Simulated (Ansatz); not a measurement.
**How fast states decay through KLiH4N2**

Wanted: the relaxed cell of KLiH4N2, its band edges and its decay constants. It is built by putting Li for part of the K in the KH2N structure of space group P2_1/m, with the volume rescaled by atomic radii. The parent structure comes from the Materials Project.

Main program and level: Ansatz 0.2.0; LDA DFT, plane waves, PAW files, in the first sound run; inputs show where later runs differ.

The structure was built from a prototype and need not be the compound's stable phase.

## Step 1: The starting structure

The structure is monoclinic, space group Pm (No. 6). The conventional cell has a = 4.184 Å, b = 3.440 Å, c = 5.690 Å, α = 90.00°, β = 95.31°, γ = 90.00°. Nearest to Li lie 4 H at 2.52 to 2.53 Å and 1 N at 2.57 Å. Nearest to K lie 6 H at 2.52 to 2.65 Å and 6 N at 2.57 to 3.13 Å. Nearest to H lie 1 N at 0.94 Å and 3 H at 1.45 to 2.15 Å and 2 Li at 2.52 to 2.53 Å and 1 K at 2.65 Å. H has 1 N at 0.94 Å and 3 H at 1.45 to 2.15 Å and 2 K at 2.52 to 2.53 Å nearest. Nearest to N lie 6 H at 0.94 to 2.80 Å and 2 K at 2.57 to 3.13 Å and 4 Li at 2.70 to 2.78 Å. N has 6 H at 0.94 to 2.80 Å and 1 Li at 2.57 Å and 4 K at 2.70 to 2.78 Å nearest. It derives from KH2N. Li for part of the K in the KH2N structure of space group P2_1/m. Farther neighbours and most contacts between anions are not listed.

Coordinates:

```cif
data_structure
_symmetry_space_group_name_H-M 'P 1'
_symmetry_Int_Tables_number 1
_cell_length_a 4.1836
_cell_length_b 3.4400
_cell_length_c 5.6905
_cell_angle_alpha 90.000
_cell_angle_beta 95.309
_cell_angle_gamma 90.000
_cell_volume 81.54
loop_
_atom_site_label
_atom_site_type_symbol
_atom_site_fract_x
_atom_site_fract_y
_atom_site_fract_z
_atom_site_occupancy
Li1 Li 0.22487 0.75000 0.30966 1
K2 K 0.77513 0.25000 0.69034 1
H3 H 0.70095 0.46097 0.13032 1
H4 H 0.29905 0.96097 0.86968 1
H5 H 0.70095 0.03903 0.13032 1
H6 H 0.29905 0.53903 0.86968 1
N7 N 0.72744 0.25000 0.23647 1
N8 N 0.27256 0.75000 0.76353 1
```

## Step 2: Cell and atoms at rest

The substituted atoms don't fit the parent's cell, so cell and atoms relax together. A small smearing keeps the run stable in case the gap closes on the way.

Input file input.yaml:

```yaml
crystal:
  lattice:
    - [4.1835758008, 0.0, 0.0]
    - [0.0, 3.4400313453, 0.0]
    - [-0.5265514138, 0.0, 5.666045764]
  atoms:
    - { symbol: Li, position: [0.22486855, 0.75, 0.30965606] }
    - { symbol: K, position: [0.77513145, 0.25, 0.69034394] }
    - { symbol: H, position: [0.70094842, 0.46097401, 0.13032131] }
    - { symbol: H, position: [0.29905158, 0.96097401, 0.86967869] }
    - { symbol: H, position: [0.70094842, 0.03902599, 0.13032131] }
    - { symbol: H, position: [0.29905158, 0.53902599, 0.86967869] }
    - { symbol: "N", position: [0.72744028, 0.25, 0.2364688] }
    - { symbol: "N", position: [0.27255972, 0.75, 0.7635312] }
kpoints:
  mp_grid: { grid: [6, 6, 4] }
scf:
  occupations: { method: gaussian, width: 0.03 }
hamiltonian:
  xc: lda
output:
  forces: true
  stress: true
relax:
  f_tol: 0.02
  max_steps: 60
  cell: {}
```

Run with:

```console
$ ansatz run input.yaml --threads 2 --pin off --max-ram 4096MiB --backend cpu --events-out ev --progress --plain --runs-dir out
```

Numbers of over 12 decimals in the logs are rounded to 6 here.

Output:

```text
Engine: ansatz 0.2.0, x86_64-unknown-linux-gnu
Pseudopotentials: kind: paw
Pseudopotential: Li, paw, valence charge 3, recommended cutoff 420 eV (normal), Li.paw.azcp
Pseudopotential: K, paw, valence charge 9, recommended cutoff 420 eV (normal), K.paw.azcp
Pseudopotential: H, paw, valence charge 1, recommended cutoff 420 eV (normal), H.paw.azcp
Pseudopotential: N, paw, valence charge 5, recommended cutoff 420 eV (normal), N.paw.azcp
Functional definition: SPW92
  exchange = slater_x
  correlation = pw_c
Crystal: 8 atoms, lattice volume = 81.544 Å³
Basis set: ecut = 420 eV, 1583 PW (Γ)
Bands: 21, of which v1, the nominal top of the filled ones, is band 13 counted from 1 (12 counted from 0)
Symmetry: 2 space group operations
Space group: Pm (ITA 6), of the structure as read, at distance tolerance 4.3e-5 Å
k-points: 56 of 144 (time reversal used)
Non-local potential: Li, projectors of the file, l = 0: 3, l = 1: 2, l = 2: 1
Non-local potential: K, projectors of the file, l = 0: 3, l = 1: 2, l = 2: 2
Non-local potential: H, projectors of the file, l = 0: 2, l = 1: 1
Non-local potential: N, projectors of the file, l = 0: 2, l = 1: 2, l = 2: 1
PAW form: soft (Blöchl's): semilocal exchange-correlation on the pseudo side does not see the compensation charge
PAW frozen core: K, regenerated for the run's functional, and the local potential with it (the file was generated under x = pbe(κ = 0.804, μ = 0.219515), c = pbe(β = 0.066725))
PAW frozen core: N, regenerated for the run's functional, and the local potential with it (the file was generated under x = pbe(κ = 0.804, μ = 0.219515), c = pbe(β = 0.066725))
PAW one-centre angular grid: Li, 110 points (default); XC on 64 Gauss nodes
PAW one-centre angular grid: K, 110 points (default); XC on 64 Gauss nodes
PAW one-centre angular grid: H, 110 points (default); XC on 64 Gauss nodes
PAW one-centre angular grid: N, 110 points (default); XC on 64 Gauss nodes
Initial density: superposition of atomic densities (neutral atoms: chi_scale 0, normalization atom), corrected by the library's trained network
Initial wavefunctions: pseudopotential atomic-orbital guess
Functional: x = slater, c = lda
SCF iter   1: F=—  HF=-2509.959883 eV  |F-HF|=—  |Δ(HF+E_count)|=         —  Δρ=9.77e-3  dr2=6.72e-2  ethr=1.77e-3  ⟨swp⟩=6.1  Hψ=6332  notcnv=0  defer=6
preconditioner: auto → none  [insulator: Δε(μ)=1.821 eV  Ē_g=14.783 eV  σ=0.030 eV  W_gap=1.00  n_scr=16 (ndim 8)  ℏωp=19.3 eV  f_vac=0.013  D(μ)=0.00/eV (n_scr^D=0)  ε∞_Penn≈2.7]
SCF iter   2: F=—  HF=-2509.940473 eV  |F-HF|=—  |Δ(HF+E_count)|=   1.94e-2  Δρ=5.78e-3  dr2=1.70e-2  ethr=2.59e-4  ⟨swp⟩=2.1  Hψ=2213  notcnv=0  defer=162
SCF iter   3: F=—  HF=-2509.936144 eV  |F-HF|=—  |Δ(HF+E_count)|=   4.33e-3  Δρ=2.45e-3  dr2=4.50e-3  ethr=6.55e-5  ⟨swp⟩=2.1  Hψ=1864  notcnv=0  defer=162
SCF iter   4: F=—  HF=-2509.934843 eV  |F-HF|=—  |Δ(HF+E_count)|=   1.30e-3  Δρ=6.43e-4  dr2=2.54e-4  ethr=1.73e-5  ⟨swp⟩=2.1  Hψ=1296  notcnv=0  defer=162
SCF iter   5: F=—  HF=-2509.934765 eV  |F-HF|=—  |Δ(HF+E_count)|=   7.81e-5  Δρ=1.17e-4  dr2=1.25e-5  ethr=9.78e-7  ⟨swp⟩=2.3  Hψ=1667  notcnv=0  defer=162
SCF iter   6: F=—  HF=-2509.934760 eV  |F-HF|=—  |Δ(HF+E_count)|=   4.28e-6  Δρ=2.84e-5  dr2=6.40e-7  ethr=4.82e-8  ⟨swp⟩=2.5  Hψ=1465  notcnv=0  defer=162
SCF iter   7: F=-2509.934760 eV  HF=-2509.934760 eV  |F-HF|=7.36e-9  |Δ(HF+E_count)|=   1.37e-7  Δρ=5.02e-6  dr2=1.69e-8  ethr=3.85e-10  ⟨swp⟩=5.0  Hψ=3556  notcnv=0
SCF 1 converged in 7 iterations: F = -2509.934760 eV  dr2 = 1.69e-8
  greatest PAW one-centre occupation: 1.000 electrons in one spin orbital (limit 2), on the Li atom at site 0 (counted from 0), in its partial waves of l = 0
relax step   1: F+E_penalty+E_count = -2509.93476027 eV  Δ(F+E_penalty+E_count) = +0.000e0 eV  max|allowed force component| = 5.419e0 eV/Å  Δτ_max = 0.0000 Å  P = +9.621 GPa  Ω = 81.544 Å³  (7 SCF iters, dr2 threshold 1.00e-7 eV, accepted)
Crystal: 8 atoms, lattice volume = 78.621 Å³
Basis set: ecut = 420 eV, 1533 PW (Γ)
Initial density: handed on by an earlier stage of this run
Initial wavefunctions: those handed on with the density
iter 1 solved again at ethr=1.22e-3 eV; its pass at ethr=3.10e-3 eV (dr2=3.16e-1 eV) is discarded
SCF iter   1: F=—  HF=-2510.835352 eV  |F-HF|=—  |Δ(HF+E_count)|=         —  Δρ=2.38e-2  dr2=3.43e-1  ethr=1.22e-3  ⟨swp⟩=1.6  Hψ=7216  notcnv=0
preconditioner: auto → none  [insulator: Δε(μ)=2.028 eV  Ē_g=14.612 eV  σ=0.030 eV  W_gap=1.00  n_scr=16 (ndim 8)  ℏωp=19.6 eV  f_vac=0.000  D(μ)=0.00/eV (n_scr^D=0)  ε∞_Penn≈2.8]
SCF iter   2: F=—  HF=-2510.745543 eV  |F-HF|=—  |Δ(HF+E_count)|=   8.98e-2  Δρ=7.77e-3  dr2=2.32e-2  ethr=1.22e-3  ⟨swp⟩=2.1  Hψ=2047  notcnv=0
SCF iter   3: F=—  HF=-2510.741709 eV  |F-HF|=—  |Δ(HF+E_count)|=   3.83e-3  Δρ=1.91e-3  dr2=1.40e-3  ethr=8.94e-5  ⟨swp⟩=2.0  Hψ=2073  notcnv=0  defer=14
SCF iter   4: F=—  HF=-2510.741682 eV  |F-HF|=—  |Δ(HF+E_count)|=   2.64e-5  Δρ=5.68e-4  dr2=2.08e-4  ethr=5.39e-6  ⟨swp⟩=2.1  Hψ=1749  notcnv=0  defer=14
SCF iter   5: F=—  HF=-2510.741657 eV  |F-HF|=—  |Δ(HF+E_count)|=   2.54e-5  Δρ=8.98e-5  dr2=5.16e-6  ethr=8.01e-7  ⟨swp⟩=2.0  Hψ=1659  notcnv=0  defer=14
SCF iter   6: F=-2510.741657 eV  HF=-2510.741657 eV  |F-HF|=1.21e-7  |Δ(HF+E_count)|=   2.15e-8  Δρ=1.99e-5  dr2=2.69e-7  ethr=3.08e-9  ⟨swp⟩=5.0  Hψ=3745  notcnv=0
SCF 2 converged in 6 iterations: F = -2510.741657 eV  dr2 = 2.69e-7
relax step   2: F+E_penalty+E_count = -2510.74165683 eV  Δ(F+E_penalty+E_count) = -8.069e-1 eV  max|allowed force component| = 1.693e0 eV/Å  Δτ_max = 0.1949 Å  P = +2.747 GPa  Ω = 78.621 Å³  energy of the carried Pulay correction = +8.697e-3 eV  (6 SCF iters, dr2 threshold 8.00e-7 eV, accepted)
Crystal: 8 atoms, lattice volume = 81.342 Å³
Basis set: ecut = 420 eV, 1573 PW (Γ)
iter 1 solved again at ethr=1.18e-3 eV; its pass at ethr=3.10e-3 eV (dr2=3.07e-1 eV) is discarded
SCF iter   1: F=—  HF=-2510.898064 eV  |F-HF|=—  |Δ(HF+E_count)|=         —  Δρ=2.69e-2  dr2=3.06e-1  ethr=1.18e-3  ⟨swp⟩=1.2  Hψ=7858  notcnv=0
preconditioner: auto → none  [insulator: Δε(μ)=1.909 eV  Ē_g=14.516 eV  σ=0.030 eV  W_gap=1.00  n_scr=16 (ndim 8)  ℏωp=19.3 eV  f_vac=0.019  D(μ)=0.00/eV (n_scr^D=0)  ε∞_Penn≈2.8]
SCF iter   2: F=—  HF=-2510.845086 eV  |F-HF|=—  |Δ(HF+E_count)|=   5.30e-2  Δρ=1.31e-2  dr2=6.73e-2  ethr=1.18e-3  ⟨swp⟩=2.0  Hψ=1988  notcnv=0
SCF iter   3: F=—  HF=-2510.843827 eV  |F-HF|=—  |Δ(HF+E_count)|=   1.26e-3  Δρ=7.65e-3  dr2=3.30e-2  ethr=2.59e-4  ⟨swp⟩=2.1  Hψ=2447  notcnv=0  defer=162
[...]
relax step  16: F+E_penalty+E_count = -2511.38361180 eV  Δ(F+E_penalty+E_count) = -3.110e-2 eV  max|allowed force component| = 6.538e-3 eV/Å  Δτ_max = 0.0000 Å  P = +0.318 GPa  Ω = 80.500 Å³  stress off target by 1.20e0 GPa  SCF on the basis re-selected at this cell (its energy is not comparable with the rows above)  (8 SCF iters)
relax step  17: F+E_penalty+E_count = -2511.39066175 eV  Δ(F+E_penalty+E_count) = -7.050e-3 eV  max|allowed force component| = 4.383e-2 eV/Å  Δτ_max = 0.0284 Å  P = +0.230 GPa  Ω = 80.995 Å³  energy of the carried Pulay correction = -1.721e-3 eV  (6 SCF iters, dr2 threshold 8.00e-7 eV, accepted)
relax step  18: F+E_penalty+E_count = -2511.39267159 eV  Δ(F+E_penalty+E_count) = -2.010e-3 eV  max|allowed force component| = 5.822e-2 eV/Å  Δτ_max = 0.0541 Å  P = +0.151 GPa  Ω = 82.100 Å³  energy of the carried Pulay correction = -5.296e-3 eV  (7 SCF iters, dr2 threshold 8.00e-7 eV, accepted)
relax step  19: F+E_penalty+E_count = -2511.39293404 eV  Δ(F+E_penalty+E_count) = -2.624e-4 eV  max|allowed force component| = 3.879e-2 eV/Å  Δτ_max = 0.0233 Å  P = +0.015 GPa  Ω = 82.296 Å³  energy of the carried Pulay correction = -5.898e-3 eV  (6 SCF iters, dr2 threshold 2.32e-7 eV, accepted)
relax step  20: F+E_penalty+E_count = -2511.39166211 eV  Δ(F+E_penalty+E_count) = +1.272e-3 eV  max|allowed force component| = 3.073e-2 eV/Å  Δτ_max = 0.0238 Å  P = -0.183 GPa  Ω = 82.838 Å³  energy of the carried Pulay correction = -7.279e-3 eV  (7 SCF iters, dr2 threshold 9.40e-8 eV, accepted)
relax step  21: F+E_penalty+E_count = -2511.39299748 eV  Δ(F+E_penalty+E_count) = -1.335e-3 eV  max|allowed force component| = 1.711e-2 eV/Å  Δτ_max = 0.0067 Å  P = -0.049 GPa  Ω = 82.530 Å³  energy of the carried Pulay correction = -6.509e-3 eV  (6 SCF iters, dr2 threshold 2.95e-7 eV, accepted)
relax step  22: F+E_penalty+E_count = -2511.39307522 eV  Δ(F+E_penalty+E_count) = -7.774e-5 eV  max|allowed force component| = 7.194e-3 eV/Å  Δτ_max = 0.0038 Å  P = -0.001 GPa  Ω = 82.503 Å³  energy of the carried Pulay correction = -6.449e-3 eV  (5 SCF iters, dr2 threshold 2.34e-8 eV, accepted)
relax step  23: F+E_penalty+E_count = -2511.40330506 eV  Δ(F+E_penalty+E_count) = -1.023e-2 eV  max|allowed force component| = 9.033e-3 eV/Å  Δτ_max = 0.0000 Å  P = +0.128 GPa  Ω = 82.503 Å³  stress off target by 3.83e-1 GPa  SCF on the basis re-selected at this cell (its energy is not comparable with the rows above)  (7 SCF iters)
relax step  24: F+E_penalty+E_count = -2511.40223986 eV  Δ(F+E_penalty+E_count) = +1.065e-3 eV  max|allowed force component| = 6.996e-3 eV/Å  Δτ_max = 0.0228 Å  P = +0.033 GPa  Ω = 83.223 Å³  energy of the carried Pulay correction = -2.224e-3 eV  (6 SCF iters, dr2 threshold 3.66e-7 eV, accepted)
relax step  25: F+E_penalty+E_count = -2511.40462701 eV  Δ(F+E_penalty+E_count) = -2.387e-3 eV  max|allowed force component| = 7.175e-3 eV/Å  Δτ_max = 0.0000 Å  P = +0.044 GPa  Ω = 83.223 Å³  stress off target by 1.06e-1 GPa  SCF on the basis re-selected at this cell (its energy is not comparable with the rows above)  (6 SCF iters)
relax step  26: F+E_penalty+E_count = -2511.40403588 eV  Δ(F+E_penalty+E_count) = +5.911e-4 eV  max|allowed force component| = 6.302e-3 eV/Å  Δτ_max = 0.0069 Å  P = +0.001 GPa  Ω = 83.452 Å³  energy of the carried Pulay correction = -6.793e-4 eV  (6 SCF iters, dr2 threshold 2.79e-8 eV, accepted)
iter 1 solved again at ethr=3.00e-7 eV; its pass at ethr=3.10e-3 eV (dr2=7.80e-5 eV) is discarded
SCF iter   1: F=—  HF=-2511.404745 eV  |F-HF|=—  |Δ(HF+E_count)|=         —  Δρ=6.14e-5  dr2=1.21e-7  ethr=3.00e-7  ⟨swp⟩=3.3  Hψ=9545  notcnv=0
preconditioner: auto → none  [insulator: Δε(μ)=2.222 eV  Ē_g=14.828 eV  σ=0.030 eV  W_gap=1.00  n_scr=14 (ndim 8)  ℏωp=19.1 eV  f_vac=0.084  D(μ)=0.00/eV (n_scr^D=0)  ε∞_Penn≈2.7]
SCF iter   2: F=—  HF=-2511.404750 eV  |F-HF|=—  |Δ(HF+E_count)|=   4.98e-6  Δρ=3.06e-5  dr2=3.17e-8  ethr=4.66e-10  ⟨swp⟩=2.8  Hψ=1958  notcnv=0
SCF iter   3: F=—  HF=-2511.404751 eV  |F-HF|=—  |Δ(HF+E_count)|=   1.12e-6  Δρ=9.90e-6  dr2=2.56e-8  ethr=1.22e-10  ⟨swp⟩=2.0  Hψ=1627  notcnv=0
SCF iter   4: F=—  HF=-2511.404751 eV  |F-HF|=—  |Δ(HF+E_count)|=   8.83e-8  Δρ=1.22e-6  dr2=5.66e-10  ethr=9.84e-11  ⟨swp⟩=2.0  Hψ=1600  notcnv=0
SCF iter   5: F=-2511.404751 eV  HF=-2511.404751 eV  |F-HF|=6.82e-11  |Δ(HF+E_count)|=  9.61e-10  Δρ=3.31e-7  dr2=2.29e-11  ethr=1.00e-12  ⟨swp⟩=3.0  Hψ=4226  notcnv=0
SCF 27 converged in 5 iterations: F = -2511.404751 eV  dr2 = 2.29e-11
relax step  27: F+E_penalty+E_count = -2511.40475127 eV  Δ(F+E_penalty+E_count) = -7.154e-4 eV  max|allowed force component| = 6.399e-3 eV/Å  Δτ_max = 0.0000 Å  P = +0.003 GPa  Ω = 83.452 Å³  stress off target by 2.80e-2 GPa  SCF on the basis re-selected at this cell (its energy is not comparable with the rows above)  (5 SCF iters)
basis re-selected at this cell: Δ(F+E_penalty+E_count) = -7.154e-4 eV, ΔP = +0.001 GPa vs the last step (what re-selecting the basis moved, of the pressure what is left beyond the Pulay correction that the steps carried, after the strain that the cell walked since its last selection, with what the two solves' SCF thresholds leave and, on support functions, any second-order correction that the steps lacked; it is no m [...]
SCF converged after 5 iterations
Free energy (F): -2511.404751 eV
Harris-Foulkes:  -2511.404751 eV  (|F-HF|=6.82e-11)
Internal energy: -2511.404751 eV  (E = F + TS)
E sigma→0 (E₀):  -2511.404751 eV
Fermi energy:    3.173981 eV
--- Per-component energies (eV) ---
  E_band       = -258.260066
  E_kinetic    = 594.453282
  E_local      = -1402.785389  (includes V_loc(G=0)·N_el)
  E_nonlocal   = 83.544637
  E_hartree    = 463.845886
  E_xc         = -298.054790
  E_vxc        = -375.791107  (∫ρ·V_xc dr)
  E_paw        = -999.978979  (= ΣΔE_a)
  E_vpaw       = -85.368342  (= ΣTr[D̂ρ^β])
  E_aug_tail   = -0.004982  (compensation charges beyond the density's cutoff)
  E_ewald      = -952.842005
  E_core_change = 0.417588  (= ΣΔE_core)
  E_smearing   = -0.000000  (= −TS)
  E_closure    = -0.000000  (closes the sum)
  Σ components = -2511.404751   (vs F -2511.404751, Δ=0.00e0)
--- Forces (eV/Å), atoms counted from 1 ---
  atom   1  Li    -0.00036597     0.00000000     0.00321945
  atom   2  K      0.00029980    -0.00000000    -0.00130042
  atom   3  H     -0.00002960    -0.00286738     0.00259889
  atom   4  H      0.00023143    -0.00433584     0.00011833
  atom   5  H     -0.00002960     0.00286738     0.00259889
  atom   6  H      0.00023143     0.00433584     0.00011833
  atom   7  N      0.00100993    -0.00000000    -0.00639867
  atom   8  N     -0.00134916    -0.00000000    -0.00095296
  max |Σ_I F_I| component: 1.84e-6 eV/Å
--- Stress (GPa, compression-positive) ---
        0.026494       0.000000      -0.005557
        0.000000      -0.026048       0.000000
       -0.005557       0.000000       0.007109
  P = ⅓ Tr σ = 0.0025 GPa (0.025 kbar)
--- Relaxed structure (23 steps of the walk, 23 accepted, 4 SCFs on fresh bases) ---
  F+E_penalty+E_count = -2511.40475127 eV   max|allowed force component| = 6.399e-3 eV/Å   (the final SCF, on the basis selected at the relaxed cell)
  cell:  # Å, volume = 83.4522 Å³
    - [4.672216, -1.1145530087008895e-16, -0.501950]
    - [-9.164641609209788e-17, 3.343057, -3.372708996636091e-17]
    - [-1.267871, -4.152365805274135e-17, 5.479040]
  atoms:
    - { symbol: Li, position: [0.076288, 0.750000, 0.384157] }
    - { symbol: K, position: [0.742164, 0.25, 0.680601] }
    - { symbol: H, position: [0.719786, 0.481680, 0.124349] }
    - { symbol: H, position: [0.301778, 0.987513, 0.861139] }
    - { symbol: H, position: [0.719786, 0.018320, 0.124349] }
    - { symbol: H, position: [0.301778, 0.512487, 0.861139] }
    - { symbol: N, position: [0.852758, 0.25, 0.223307] }
    - { symbol: N, position: [0.285661, 0.750000, 0.740959] }
```

It took 37 s on 2 threads of AMD EPYC 9R45, shared host; peak memory 0.49 GiB.

Relaxation path (22 of 27):

| step | energy less that of the first step (eV) | largest force component (eV/Å) | pressure (GPa) | volume (Å³) |
| --- | --- | --- | --- | --- |
| 1 | 0.0000 | 5.4193 | 9.62 | 81.54 |
| 2 | -0.8069 | 1.6931 | 2.75 | 78.62 |
| 3 | -0.9039 | 0.6952 | -0.57 | 81.34 |
| 5 | -1.1168 | 0.9491 | -0.61 | 82.46 |
| 6 | -1.2020 | 0.7930 | -0.65 | 82.68 |
| 7 | -1.3268 | 1.0935 | -0.81 | 82.62 |
| 8 | -1.3724 | 0.1947 | -1.11 | 83.13 |
| 10 | -1.4128 | 0.1821 | -0.02 | 78.53 |
| 11 | -1.4132 | 0.1239 | -0.10 | 79.67 |
| 12 | -1.4146 | 0.3049 | 0.43 | 80.31 |
| 13 | -1.4180 | 0.0319 | -0.02 | 80.35 |
| 15 | -1.4177 | 0.0058 | 0.00 | 80.50 |
| 16* | -1.4489 | 0.0065 | 0.32 | 80.50 |
| 17 | -1.4559 | 0.0438 | 0.23 | 80.99 |
| 18 | -1.4579 | 0.0582 | 0.15 | 82.10 |
| 20 | -1.4569 | 0.0307 | -0.18 | 82.84 |
| 21 | -1.4582 | 0.0171 | -0.05 | 82.53 |
| 22 | -1.4583 | 0.0072 | 0.00 | 82.50 |
| 23* | -1.4685 | 0.0090 | 0.13 | 82.50 |
| 25* | -1.4699 | 0.0072 | 0.04 | 83.22 |
| 26 | -1.4693 | 0.0063 | 0.00 | 83.45 |
| 27* | -1.4700 | 0.0064 | 0.00 | 83.45 |

Relaxation steps marked * repeat the geometry before them on a plane-wave basis chosen anew for their cell, so energy and pressure can jump there. Other such steps can lie between the rows shown.

The run keeps the 2 symmetry operations that it works with, so distortions that break them were not tested.

| cell as run | before | after | change |
| --- | --- | --- | --- |
| a (Å) | 4.184 | 4.699 | +12.3 % |
| b (Å) | 3.440 | 3.343 | -2.8 % |
| c (Å) | 5.690 | 5.624 | -1.2 % |
| β (°) | 95.31 | 109.16 | +14.5 % |
| volume (Å³/atom) | 10.19 | 10.43 | +2.3 % |

The atoms that moved most (Å, as changes of fractional coordinates times the final cell):

| atom | dx | dy | dz | length |
| --- | --- | --- | --- | --- |
| Li1 | -0.789 | 0.000 | 0.483 | 0.925 |
| N7 | 0.602 | 0.000 | -0.135 | 0.617 |
| N8 | 0.090 | 0.000 | -0.130 | 0.158 |
| K2 | -0.142 | 0.000 | -0.037 | 0.146 |
| H5 | 0.096 | -0.069 | -0.042 | 0.125 |
| H3 | 0.096 | 0.069 | -0.042 | 0.125 |
| H4 | 0.024 | 0.089 | -0.048 | 0.104 |
| H6 | 0.024 | -0.089 | -0.048 | 0.104 |

The relaxed structure:

```
Li K H N
1.0
     4.67222    0.00000   -0.50195
     0.00000    3.34306    0.00000
    -1.26787    0.00000    5.47904
Li K H N
1 1 4 2
Direct
  0.07629 0.75000 0.38416
  0.74216 0.25000 0.68060
  0.71979 0.48168 0.12435
  0.30178 0.98751 0.86114
  0.71979 0.01832 0.12435
  0.30178 0.51249 0.86114
  0.85276 0.25000 0.22331
  0.28566 0.75000 0.74096
```

This step gave:

- free energy: -2511.4048 eV
- Fermi energy: 3.174 eV
- pressure: 0.002518 GPa

The largest force component on a free atom ends at 0.0064 eV/Å.

[end of part 1 of 3]

[Logs are printed without paths, hosts, clocks, repeated set-up lines and the standing remarks that a program may print on its own settings, such as how far it seeks lower states.]

[Hosts, paths, dates, database ids (printed as entryN), source tags and the programs' standing remarks are cut or masked in the printed files.]
